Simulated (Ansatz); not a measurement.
# 3-layer puckered SnSe (AB) in a perpendicular field, part 2 of 3

What dipole does a perpendicular field induce in the 3-layer puckered SnSe (AB), and does the gap follow? A positive field points along +c.

Ansatz 0.2.0; plane-wave DFT, PBE-D3(BJ), Ansatz PAW.

So far. Step 2 (Relaxation): The lattice constant a goes from 4.400 to 4.311 Å.

## Step 3: Single point, field 0, start network

A sawtooth potential applies the field, turning back in the middle of the vacuum. With the dipole correction the typed value is the field outside the slab. The induced dipole is small, so the SCF threshold is tight.

The cell differs from the one that the last finished run ended in (c 59.781 → 32.414 Å).

The input, input.yaml:

```yaml
crystal:
  lattice:
    - [4.3111852727, 0.0, 0.0]
    - [0.0, 4.2316266001, 0.0]
    - [0.0, 0.0, 32.4141101656]
  atoms:
    - { symbol: Sn, position: [0.0206327887, 0.0, 0.2776568585] }
    - { symbol: Se, position: [0.4742503353, 0.5, 0.2832754782] }
    - { symbol: Se, position: [0.9753311908, 0.0, 0.361343775] }
    - { symbol: Sn, position: [0.5258345659, 0.5, 0.3674319208] }
    - { symbol: Sn, position: [0.0295989126, 0.5, 0.4542790135] }
    - { symbol: Se, position: [0.4743522068, 0.0, 0.4615716902] }
    - { symbol: Se, position: [0.9743522068, 0.5, 0.5384283098] }
    - { symbol: Sn, position: [0.5295989126, 0.0, 0.5457209865] }
    - { symbol: Sn, position: [0.0258345659, 0.0, 0.6325680792] }
    - { symbol: Se, position: [0.4753311908, 0.5, 0.638656225] }
    - { symbol: Se, position: [0.9742503353, 0.0, 0.7167245218] }
    - { symbol: Sn, position: [0.5206327887, 0.5, 0.7223431415] }
kpoints:
  mp_grid: { grid: [10, 10, 1] }
  band_path:
    path:
      - [0, 0, 0]
      - [0.5, 0, 0]
      - [0.5, 0.5, 0]
      - [0, 0, 0]
      - [0, 0.5, 0]
      - [0.5, 0.5, 0]
    npoints: 16
hamiltonian:
  xc: pbe
  dispersion: d3bj
scf:
  occupations: { method: fermi_dirac, width: 0.05 }
  convergence: { dr2_threshold: 1.0e-10 }
efield:
  axis: 3
  dipole_correction: true
  ramp_position: 0.97
  ramp_width: 0.06
  amplitude: 0
output:
  dos: { projected: true, e_range: [-6, 5] }
  bader: true
  write_potential: true
  write_density: true
  volumetric_format: npy
  elf: true
```

Command:

```sh
$ ansatz run input.yaml --threads 4 --pin off --max-ram 12288MiB --backend cpu --events-out ev --progress --plain --runs-dir out
```

Numbers of over 12 decimals in the logs are rounded to 6 here.

What it wrote:

```text
[...]
Crystal: 12 atoms, lattice volume = 591.341 Å³
Basis set: ecut = 420 eV, 11477 PW (Γ)
Bands: 108, of which v1, the nominal top of the filled ones, is band 90 counted from 1 (89 counted from 0)
Symmetry: 2 space group operations
k-points: 36 of 100 (time reversal used)
[...]
SCF iter   1: F=—  HF=-68968.535931 eV  |F-HF|=—  |Δ(HF+E_count)|=         —  Δρ=1.11e-3  dr2=4.26e-2  ethr=1.77e-3  p=0.000 e·Å  D=2.03e-14 V/Å  ΔV_dip=-0.00 eV  dr2_dipole=6.63e-8  V_vac-E_F(+/−)=4.05/4.05 eV  ⟨swp⟩=6.9  Hψ=15356  notcnv=0  defer=75
efield: sawtooth ramp at fractional position 0.9700 (set: `efield.ramp_position`, or a place that a band, a saddle search or an elastic batch's reference lends), width 0.0600; the density the first Hamiltonian is built on has a dipole p = 0.000 e·Å; the dipole correction subtracts the counter field D = 2.03e-14 V/Å, which shifts the + side's vacuum level by -0.00 eV against the − side's; the planar-averaged density in the ramp window peaks in size at 1.5e-6 e/Å³
[...]
SCF iter   2: F=—  HF=-68968.537463 eV  |F-HF|=—  |Δ(HF+E_count)|=   1.53e-3  Δρ=1.02e-3  dr2=1.10e-1  ethr=2.36e-5  p=-0.000 e·Å  D=-5.11e-5 V/Å  ΔV_dip=0.00 eV  dr2_dipole=1.11e-6  V_vac-E_F(+/−)=4.14/4.14 eV  ⟨swp⟩=2.5  Hψ=7057  notcnv=0  defer=328
[...]
SCF iter  14: F=-68968.528359 eV  HF=-68968.528359 eV  |F-HF|=2.47e-10  |Δ(HF+E_count)|=  5.97e-10  Δρ=6.03e-8  dr2=2.88e-11  ethr=1.00e-12  p=-0.000 e·Å  D=-8.84e-9 V/Å  ΔV_dip=0.00 eV  dr2_dipole=1.44e-14  V_vac-E_F(+/−)=3.94/3.94 eV  ⟨swp⟩=11.0  Hψ=13140  notcnv=0
SCF 1 converged in 14 iterations: F = -68968.528359 eV  dr2 = 2.88e-11
[...]
NSCF: frozen V_eff on 81 k-points
efield: sawtooth ramp at fractional position 0.9700 (kept from the solve that this one continues, or follows in the run), width 0.0600; the density the first Hamiltonian is built on has a dipole p = -0.000 e·Å; the dipole correction subtracts the counter field D = -8.84e-9 V/Å, which shifts the + side's vacuum level by +0.00 eV against the − side's; the planar-averaged density in the ramp window peaks in size at 1.4e-6 e/Å³
[...]
SCF converged after 14 iterations
Free energy (F): -68968.528359 eV
[...]
Internal energy: -68968.528341 eV  (E = F + TS)
E sigma→0 (E₀):  -68968.528350 eV
Entropy (-TS):   -0.000019 eV (-0.002 meV/atom)
Fermi energy:    3.274870 eV
Dipole field:    D = 0.000000 V/Å  (p = 0.000000 e·Å, saw-weighted, corrected)
Work function:   Φ+ = 3.9395 eV   Φ− = 3.9395 eV
Levels:          The Fermi level and band energies are counted from a zero that moves with the ramp; work functions are not
[...]
--- Band table (eV; the first three rows and the last of 36) ---
  k-point 0: bands = [... 86 lower, 1.1727, 2.2911, 2.3830, 2.3891, 3.6986, 4.8248, 5.8883, 5.9272, ... 14 higher]
  k-point 1: bands = [... 86 lower, 1.3709, 2.2836, 2.3420, 2.3657, 3.7257, 4.8528, 5.8800, 5.9772, ... 14 higher]
  k-point 2: bands = [... 86 lower, 1.7810, 2.1426, 2.2810, 2.2818, 3.8814, 4.9040, 5.2179, 5.3137, ... 14 higher]
  k-point 35: bands = [... 86 lower, 1.1713, 1.1713, 1.2312, 1.2312, 5.5754, 5.5754, 5.6679, 5.6679, ... 14 higher]
--- Bader charges: 12 sites ---
  site symbol  charge [e]  shift [e]
     0     Sn      0.8479     0.0003
     1     Se     -0.8469     0.0003
     2     Se     -0.8416     0.0003
     3     Sn      0.8375     0.0003
     4     Sn      0.8363     0.0003
     5     Se     -0.8333     0.0003
     6     Se     -0.8333     0.0003
     7     Sn      0.8363     0.0003
     8     Sn      0.8375     0.0003
     9     Se     -0.8416     0.0003
    10     Se     -0.8469     0.0003
    11     Sn      0.8479     0.0003
  estimated error of the sums over rays = 3.7e-4 e
```

Elapsed: 4.1 min, on 4 threads of Arm Neoverse V1, shared host; peak memory 3.9 GiB; 16 min of CPU time.

In the SCF lines HF is the Harris–Foulkes energy and dr2 the Hartree energy of the density residual, in eV; the loop may stop once dr2 is under the threshold and the program's other checks hold. Hψ counts applications of the Hamiltonian.

Numbers from this step:

```
dipole along the normal            : 2.77e-7 e·Å
gap along the path                 : 0.6495 eV
smallest direct gap along the path : 0.6495 eV
ionisation energy, upper face      : 4.283 eV
electron affinity, upper face      : 3.634 eV
gap, the smaller of path and mesh  : 0.6495 eV
```

Running mean over a fixed 2.7 Å (it still follows the layers) of the planar mean; the ramp of the sawtooth is left out. Table of electron's electrostatic potential energy less the Fermi level by z:

| z (Å) | electron's electrostatic potential energy less the Fermi level (eV) |
| --- | --- |
| 4 | 3.94 |
| 5 | 3.94 |
| 6 | 3.87 |
| 7 | 2.91 |
| 8 | -0.0134 |
| 9 | -2.16 |
| 10 | -2.41 |
| 11 | -2.40 |
| 12 | -2.27 |
| 13 | -1.42 |
| 14 | -1.64 |
| 15 | -2.30 |
| 16 | -2.52 |
| 17 | -2.30 |
| 18 | -2.13 |
| 19 | -1.38 |
| 20 | -1.96 |
| 21 | -2.32 |
| 22 | -2.55 |
| 23 | -2.26 |
| 24 | -1.32 |
| 25 | 1.74 |
| 26 | 3.73 |
| 27 | 3.93 |
| 28 | 3.94 |
| 29 | 3.94 |

The density of states has structure finer than the step of the table below, so its rows give means over 0.25 eV, whole bins alone (the curve runs from -6 to 2.3 eV). Peaks (eV: height): -4.150: 9.57, -3.740: 11.1, -2.310: 12.9, -2.060: 16.0, -1.230: 12.3, -0.930: 21.7, 2.050: 9.90.

Table of density of states by energy, zero at the Fermi level of the run, which the smearing sets inside the gap; means over each step:

energy (eV), density of states (states/eV a cell) and a bar:
```
    -5.75        1.0 ##
    -5.50        0.3 #
    -5.25        1.0 ##
    -5.00        3.7 #########
    -4.75        4.5 ##########
    -4.50        4.6 ###########
    -4.25        5.7 #############
    -4.00        7.3 #################
    -3.75        9.3 ######################
    -3.50        8.6 ####################
    -3.25        8.7 ####################
    -3.00        8.8 #####################
    -2.75        8.8 #####################
    -2.50       10.7 #########################
    -2.25       11.3 ###########################
    -2.00       12.2 ############################
    -1.75        5.7 #############
    -1.50        6.4 ###############
    -1.25        9.1 #####################
    -1.00       12.8 ##############################
    -0.75        4.4 ##########
    -0.50        0.5 #
    -0.25        0.0 
     0.00        0.0 
     0.25        0.0 
     0.50        1.1 ###
     0.75        5.3 ############
     1.00        5.1 ############
     1.25        7.3 #################
     1.50        6.8 ################
     1.75        6.8 ################
     2.00        8.3 ###################
```

Projected DOS per atom over height of the atomic layer and energy from the Fermi level. Layers: SnSe SnSe SnSe SnSe SnSe SnSe from below.

Ten even steps from '0' (0.00 states/eV) to '9' (1.03 states/eV), each cell a mean:
```
766667
644446
555555
345543
122221
000000
000000
000000
977779
567765
445544
989989
997799
767767
766667
776677
566665
344443
234432
122221
000000
000000
```
Columns: height of the atomic layer (Å) from 9.09 to 23.3 (not evenly spaced); rows upwards: energy from the Fermi level (eV) from -5.96 to 2.23.

Electronic bands along the path, in eV, zero at the Fermi level of the run, which the smearing sets inside the gap:

```
  point  band 87  band 88  band 89  band 90  band 91  band 92  band 93  band 94
      Γ    -2.10    -0.98    -0.89    -0.89     0.42     1.55     2.61     2.65
halfway    -1.19    -1.15    -0.89    -0.82     0.87     0.91     1.45     1.82
      X    -0.86    -0.86    -0.56    -0.56     0.70     0.70     1.08     1.08
halfway    -1.88    -1.88    -1.53    -1.53     1.41     1.41     2.17     2.17
      S    -2.10    -2.10    -2.04    -2.04     2.30     2.30     2.39     2.39
halfway    -1.61    -0.95    -0.78    -0.76     0.72     1.13     1.31     1.69
      Γ    -2.10    -0.98    -0.89    -0.89     0.42     1.55     2.61     2.65
halfway    -1.25    -1.22    -1.02    -0.98     0.76     1.39     1.61     1.76
      Y    -0.88    -0.88    -0.76    -0.76     0.78     0.78     0.89     0.89
halfway    -1.86    -1.86    -1.65    -1.65     1.43     1.43     2.18     2.18
      S    -2.10    -2.10    -2.04    -2.04     2.30     2.30     2.39     2.39
```

Valence density in the ca plane at fractional y = 0.000, with atoms of Sn and Se within 0.2 Å of it. It is the smooth field of the valence electrons, not physical close to the nuclei.

Values in units of 1e0 e/Å³, 6 rows by 16 columns, each cell a mean:
```
0.0 0.0 0.0 0.0 0.0 0.0 0.1 1.7 3.2 0.4 8.7 4.1 0.1 0.1 0.1 0.0
0.0 0.0 0.0 0.0 0.0 0.0 0.0 0.2 0.2 0.1 0.4 0.3 0.1 0.3 0.4 0.2
0.0 0.0 0.0 0.0 0.0 0.0 0.0 0.0 0.1 0.0 0.1 0.1 0.1 3.5 8.6 0.4
0.0 0.0 0.0 0.0 0.0 0.0 0.0 0.1 0.1 0.0 0.1 0.1 0.1 3.7 9.2 0.4
0.0 0.0 0.0 0.0 0.0 0.0 0.0 0.5 0.9 0.2 0.4 0.3 0.1 0.3 0.4 0.1
0.0 0.0 0.0 0.0 0.0 0.0 0.1 3.5 7.1 0.4 8.3 4.0 0.1 0.1 0.1 0.0
```
Columns run along c (16.0 Å, from fractional 0.03 to 0.53 of the cell), rows up along a (4.3 Å). Atoms in or near the plane, at fractional coordinates: Sn at (0.28, 0.02), Se at (0.36, 0.98), Se at (0.46, 0.47).

ELF in the ca plane at fractional y = 0.000, with atoms of Sn and Se within 0.2 Å of it. It is the smooth field of the valence electrons, not physical close to the nuclei.

Ten even steps from '0' (0.00) to '9' (0.82), each cell a mean:
```
00000000000000258996410134797338972000000000
00000000000000125897543333688889951013432101
00000000000000002466654322478998620258887522
00000000000000000012222110135665201599999853
00000000000000000000000000001221003899668963
00000000000000000000000000000000003897227973
00000000000000000001111110001111002798558973
00000000000000000134333221135665201589998753
00000000000000013566443332478999720157887521
00000000000000136886410133699899961013443100
00000000000000258986300023797348972000110000
```
Columns run along c (16.0 Å, from fractional 0.03 to 0.53 of the cell), rows up along a (4.3 Å). Atoms in or near the plane, at fractional coordinates: Sn at (0.28, 0.02), Se at (0.36, 0.98), Se at (0.46, 0.47).

Electrostatic potential energy in the ca plane at fractional y = 0.000, with atoms of Sn and Se within 0.2 Å of it. With pseudopotentials it is smooth inside the atoms' cores, unlike the true potential.

Ten even steps from '0' (-15 eV) to '9' (7 eV), each cell a mean:
```
99999999999999999984189604611440289999999999
99999999999999999987300037840000599999999998
99999999999999999998755678985336899998778987
99999999999999999999988899999889999972003775
99999999999999999999999999999999999830320473
99999999999999999999999999999999999711541263
99999999999999999999988899999999999820320376
99999999999999999998755678999889999962003788
99999999999999999987300037886346899998778999
99999999999999999984079504750000699999999999
99999999999999999973299913611440289999999999
```
Columns run along c (16.0 Å, from fractional 0.03 to 0.53 of the cell; values clipped at the 3rd and 97th percentile), rows up along a (4.3 Å). Atoms in or near the plane, at fractional coordinates: Sn at (0.28, 0.02), Se at (0.36, 0.98), Se at (0.46, 0.47).

The gap is 0.65 eV, with the valence edge 4.28 eV and the conduction edge 3.63 eV under the upper vacuum level.

## Step 4: Single point, field 0.03 V/Å

Edit input.yaml of step 3 so:

```diff
@@ -40,6 +40,4 @@
   ramp_width: 0.06
-  amplitude: 0
+  amplitude: 0.03
 output:
-  dos: { projected: true, e_range: [-6, 5] }
-  bader: true
   write_potential: true
@@ -47,2 +45 @@
   volumetric_format: npy
-  elf: true
```

What it wrote:

```text
[...]
Crystal: 12 atoms, lattice volume = 591.341 Å³
Basis set: ecut = 420 eV, 11477 PW (Γ)
Bands: 108, of which v1, the nominal top of the filled ones, is band 90 counted from 1 (89 counted from 0)
Symmetry: 2 space group operations
k-points: 36 of 100 (time reversal used)
[...]
k-point 0: bands = [... 86 lower, 1.1729, 2.2909, 2.3755, 2.3966, 3.6984, 4.8246, 5.8879, 5.9272, ... 14 higher]
  k-point 1: bands = [... 86 lower, 1.3712, 2.2835, 2.3381, 2.3696, 3.7255, 4.8526, 5.8798, 5.9765, ... 14 higher]
  k-point 2: bands = [... 86 lower, 1.7814, 2.1422, 2.2750, 2.2883, 3.8812, 4.9039, 5.2175, 5.3133, ... 14 higher]
  k-point 35: bands = [... 86 lower, 1.1710, 1.1716, 1.2273, 1.2358, 5.5733, 5.5775, 5.6623, 5.6731, ... 14 higher]
[key lines of the parts left out:]
SCF converged after 17 iterations
Free energy (F): -68968.529104 eV
Fermi energy:    3.275057 eV
Dipole field:    D = 0.015198 V/Å  (p = 0.049667 e·Å, saw-weighted, corrected)
```

Run time: 4.1 min. Hardware: 4 threads; peak memory 3.2 GiB.

The dipole is 0.0497 e·Å, and the gap 0.649 eV.

## Step 5: Single point, field -0.03 V/Å

Edit input.yaml of step 4 so:

```diff
@@ -40,3 +40,3 @@
   ramp_width: 0.06
-  amplitude: 0.03
+  amplitude: -0.03
 output:
```

What it wrote:

```text
[...]
Crystal: 12 atoms, lattice volume = 591.341 Å³
Basis set: ecut = 420 eV, 11477 PW (Γ)
Bands: 108, of which v1, the nominal top of the filled ones, is band 90 counted from 1 (89 counted from 0)
Symmetry: 2 space group operations
k-points: 36 of 100 (time reversal used)
[...]
k-point 0: bands = [... 86 lower, 1.1729, 2.2909, 2.3755, 2.3966, 3.6984, 4.8246, 5.8879, 5.9272, ... 14 higher]
  k-point 1: bands = [... 86 lower, 1.3712, 2.2835, 2.3381, 2.3696, 3.7255, 4.8526, 5.8798, 5.9765, ... 14 higher]
  k-point 2: bands = [... 86 lower, 1.7814, 2.1422, 2.2750, 2.2883, 3.8812, 4.9039, 5.2175, 5.3133, ... 14 higher]
  k-point 35: bands = [... 86 lower, 1.1710, 1.1716, 1.2273, 1.2358, 5.5733, 5.5775, 5.6623, 5.6731, ... 14 higher]
[key lines of the parts left out:]
SCF converged after 17 iterations
Free energy (F): -68968.529104 eV
Fermi energy:    3.275057 eV
Dipole field:    D = -0.015198 V/Å  (p = -0.049668 e·Å, saw-weighted, corrected)
```

Run time: 4.1 min. Hardware: 4 threads; peak memory 3.2 GiB.

The dipole is -0.0497 e·Å, and the gap 0.649 eV.

## Step 6: Single point, field 0.15 V/Å

Edit input.yaml of step 5 so:

```diff
@@ -40,3 +40,3 @@
   ramp_width: 0.06
-  amplitude: -0.03
+  amplitude: 0.15
 output:
```

What it wrote:

```text
[...]
Crystal: 12 atoms, lattice volume = 591.341 Å³
Basis set: ecut = 420 eV, 11477 PW (Γ)
Bands: 108, of which v1, the nominal top of the filled ones, is band 90 counted from 1 (89 counted from 0)
Symmetry: 2 space group operations
k-points: 36 of 100 (time reversal used)
[...]
k-point 0: bands = [... 86 lower, 1.1783, 2.2862, 2.3372, 2.4368, 3.6936, 4.8193, 5.8785, 5.9247, ... 14 higher]
  k-point 1: bands = [... 86 lower, 1.3782, 2.2804, 2.3012, 2.4068, 3.7209, 4.8478, 5.8747, 5.9572, ... 14 higher]
  k-point 2: bands = [... 86 lower, 1.7906, 2.1321, 2.2535, 2.3184, 3.8768, 4.9016, 5.2089, 5.3044, ... 14 higher]
  k-point 35: bands = [... 86 lower, 1.1689, 1.1720, 1.2209, 1.2598, 5.5640, 5.5846, 5.6364, 5.6882, ... 14 higher]
[key lines of the parts left out:]
SCF converged after 18 iterations
Free energy (F): -68968.546985 eV
Fermi energy:    3.278909 eV
Dipole field:    D = 0.075998 V/Å  (p = 0.248360 e·Å, saw-weighted, corrected)
```

Elapsed: 4.3 min, on 4 threads; peak memory 3.2 GiB.

The dipole is 0.248 e·Å, and the gap 0.640 eV.

## Step 7: Single point, field 0.25 V/Å

Edit input.yaml of step 6 so:

```diff
@@ -40,3 +40,3 @@
   ramp_width: 0.06
-  amplitude: 0.15
+  amplitude: 0.25
 output:
```

What it wrote:

```text
[...]
Crystal: 12 atoms, lattice volume = 591.341 Å³
Basis set: ecut = 420 eV, 11477 PW (Γ)
Bands: 108, of which v1, the nominal top of the filled ones, is band 90 counted from 1 (89 counted from 0)
Symmetry: 2 space group operations
k-points: 36 of 100 (time reversal used)
[...]
k-point 0: bands = [... 86 lower, 1.1880, 2.2721, 2.3130, 2.4699, 3.6844, 4.8086, 5.8599, 5.9025, ... 14 higher]
  k-point 1: bands = [... 86 lower, 1.3902, 2.2589, 2.2848, 2.4398, 3.7121, 4.8380, 5.8610, 5.9109, ... 14 higher]
  k-point 2: bands = [... 86 lower, 1.8053, 2.1145, 2.2412, 2.3455, 3.8686, 4.8968, 5.1924, 5.2912, ... 14 higher]
  k-point 35: bands = [... 86 lower, 1.1664, 1.1714, 1.2275, 1.2839, 5.5550, 5.5893, 5.6115, 5.6914, ... 14 higher]
[key lines of the parts left out:]
SCF converged after 17 iterations
Free energy (F): -68968.580102 eV
Fermi energy:    3.284066 eV
Dipole field:    D = 0.126683 V/Å  (p = 0.413993 e·Å, saw-weighted, corrected)
```

Wall time 4.1 min (4 threads); peak memory 3.2 GiB.

The dipole is 0.414 e·Å, and the gap 0.625 eV.

## Step 8: Atoms held, field -0.25 V/Å

Edit input.yaml of step 7 so:

```diff
@@ -40,4 +40,6 @@
   ramp_width: 0.06
-  amplitude: 0.25
+  amplitude: -0.25
 output:
+  dos: { projected: true, e_range: [-6, 5] }
+  bader: true
   write_potential: true
@@ -45 +47,2 @@
   volumetric_format: npy
+  elf: true
```

What it wrote:

```text
[...]
Crystal: 12 atoms, lattice volume = 591.341 Å³
Basis set: ecut = 420 eV, 11477 PW (Γ)
Bands: 108, of which v1, the nominal top of the filled ones, is band 90 counted from 1 (89 counted from 0)
Symmetry: 2 space group operations
k-points: 36 of 100 (time reversal used)
[...]
0     Sn      0.8624     0.0003
     1     Se     -0.8381     0.0003
     2     Se     -0.8448     0.0003
     3     Sn      0.8339     0.0003
     4     Sn      0.8400     0.0003
     5     Se     -0.8304     0.0003
     6     Se     -0.8360     0.0003
     7     Sn      0.8325     0.0003
     8     Sn      0.8409     0.0003
     9     Se     -0.8381     0.0003
    10     Se     -0.8554     0.0003
    11     Sn      0.8332     0.0003
  estimated error of the sums over rays = 3.8e-4 e
[key lines of the parts left out:]
SCF converged after 17 iterations
Free energy (F): -68968.580102 eV
Fermi energy:    3.284066 eV
Dipole field:    D = -0.126682 V/Å  (p = -0.413993 e·Å, saw-weighted, corrected)
```

Elapsed: 4.4 min, on 4 threads; peak memory 3.8 GiB; 17 min of CPU time.

The dipole is -0.414 e·Å, and the gap 0.625 eV.

(Continued in part 3 of 3.)

[Logs are printed without paths, hosts, clocks, repeated set-up lines and the standing remarks that a program may print on its own settings, such as how far it seeks lower states.]

[Hosts, paths, dates, database ids (printed as entryN), source tags and the programs' standing remarks are cut or masked in the printed files.]

[Maps of the electrostatic potential energy from Ansatz leave out the sawtooth potential of an applied field or a dipole correction, so their vacuum need not be flat; planar profiles and work functions include it.]

[The density of states shown here was stored with 400 of the rows of the run's finer table, so its peaks can read low, often by over a quarter, or be missed, and its means over a window can be off by a tenth or more.]
